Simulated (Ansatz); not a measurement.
# Glassy 32SiO2-46B2O3-11MgO-11CaO (mol %): a series in quench rate

Does a slower quench leave a cell of lower energy?

Computed with Ansatz 0.2.0: Kohn-Sham DFT, PBE, PAW (set soft_2). Every run is a single point, with the atoms held where the recipe put them (cutoff of the plane-wave runs 420 eV, fixed occupations).

First member: 137 atoms (12 Si, 34 B, 4 Mg, 4 Ca, 83 O) placed at random at 2.18 g/cm³, melted at 3000 K for 20 ps at fixed volume with the Buckingham and Coulomb pair potential of Guillot and Sator (Geochim. Cosmochim. Acta 71, 1249 (2007)) with the boron terms of Wang et al. (J. Non-Cryst. Solids 498, 294 (2018)). Quenched from 3000 K to 300 K at 10 K/ps and fixed volume, held 10 ps at zero pressure.

Last member: 137 atoms (12 Si, 34 B, 4 Mg, 4 Ca, 83 O) placed at random at 2.18 g/cm³, melted at 3000 K for 20 ps at fixed volume with the Buckingham and Coulomb pair potential of Guillot and Sator (Geochim. Cosmochim. Acta 71, 1249 (2007)) with the boron terms of Wang et al. (J. Non-Cryst. Solids 498, 294 (2018)). Quenched from 3000 K to 300 K at 1000 K/ps and fixed volume, held 10 ps at zero pressure.

The members:

```
quench rate (K/ps)   reduced formula  atoms  valence electrons  k-mesh        basis  density (g/cm³)
                10  Ca4Mg4Si12B34O83    137                728   1×1×1  plane waves             2.46
                30  Ca4Mg4Si12B34O83    137                728   1×1×1  plane waves             2.36
               100  Ca4Mg4Si12B34O83    137                728   1×1×1  plane waves             2.52
               300  Ca4Mg4Si12B34O83    137                728   1×1×1  plane waves             2.49
              1000  Ca4Mg4Si12B34O83    137                728   1×1×1  plane waves             2.52
```

Each cell is one sample from a classical run, so sample-to-sample scatter enters every column; pressures lack the kinetic term.

The input of the first member, without its atom lines; other members have their own cell and atoms, and may differ in mesh, basis and outputs:

```yaml
crystal:
  lattice:
    - [11.55833, 0.0, 0.0]
    - [0.0, 11.55833, 0.0]
    - [0.0, 0.0, 11.55833]
  atoms:
    [... 137 lines ...]
kpoints:
  mp_grid: { grid: [1, 1, 1] }
hamiltonian:
  xc: pbe
scf:
  occupations: { method: fixed }
output:
  forces: true
  stress: true
  populations: true
  dos:
    method: { smearing: { sigma: 0.1 } }
    de: 0.1
    projected: { site_lists: { B: [B], Ca: [Ca], Mg: [Mg], O: [O], Si: [Si] } }
  eigenvalues: true
  write_density: true
  write_potential: true
  volumetric_format: npy
```

Predict the trends along the series.

Results; charges are mean Löwdin charges in e:

```
quench rate (K/ps)  energy less the first member's (meV/atom)  pressure (GPa)  r.m.s. force (eV/Å)  gap (eV)  q(Ca)  q(Mg)  q(Si)
                10                                        0.0           -3.20                 1.16                3.09  +1.81  +1.66  +1.75
                30                                       -5.7           -3.28                 1.14                2.66  +1.81  +1.66  +1.76
               100                                       -5.8           -2.43                 1.11                3.23  +1.82  +1.66  +1.75
               300                                       -3.1           -2.24                 1.16                2.80  +1.79  +1.67  +1.76
              1000                                       -5.2           -2.47                 1.12                3.14  +1.80  +1.65  +1.75
```

The gap is that between the highest filled and lowest empty Kohn-Sham level on the run's k-points; tail or defect levels can set it, and semilocal functionals tend to put gaps under measured ones. The projection misses up to 0.055 e an atom, so the charges add up to more than the cell's charge.

Cost on 8 threads of Arm Neoverse V1, shared host:

```
quench rate (K/ps)  atoms        basis  k-mesh  SCF cycles  time  host memory (GiB)
                10    137  plane waves   1×1×1          11  25 s                2.4
                30    137  plane waves   1×1×1          11  26 s                2.5
               100    137  plane waves   1×1×1          10  22 s                2.3
               300    137  plane waves   1×1×1          10  22 s                2.3
              1000    137  plane waves   1×1×1           9  22 s                2.4
```

Times include the outputs that each run asked for, on hosts shared with other jobs.

The energy against the first member is lowest at 100 K/ps (-5.8 meV/atom) and highest at 10 K/ps (0.0 meV/atom), with no steady trend; each member is a single configuration. The slowest quench doesn't give the lowest energy; that at 100 K/ps does, by 5.8 meV/atom, which single samples of this size can't show to be real. The gap is lowest at 30 K/ps (2.66 eV) and highest at 100 K/ps (3.23 eV), with no steady trend; in single samples it varies with the configuration. The mean charge on Ca is lowest at 300 K/ps (+1.79 e) and highest at 100 K/ps (+1.82 e). The density spans 2.36 to 2.52 g/cm³, so the columns mix its effect with that of the quench rate. The pressure is lowest at 30 K/ps (-3.3 GPa) and highest at 300 K/ps (-2.2 GPa). The cells differ in volume and aren't at zero pressure, which adds to their energy differences.

**Limits.** The network of bonds at the start is that of the classical potential that made the cell, and needn't be the one that DFT or experiment would give. The cells aren't relaxed by DFT, which could reorder their energies. Even the slowest of these quenches is many orders faster than a laboratory quench.

[Logs are printed without paths, hosts, clocks, repeated set-up lines and the standing remarks that a program may print on its own settings, such as how far it seeks lower states.]

[Hosts, paths, dates, database ids (printed as entryN), source tags and the programs' standing remarks are cut or masked in the printed files.]
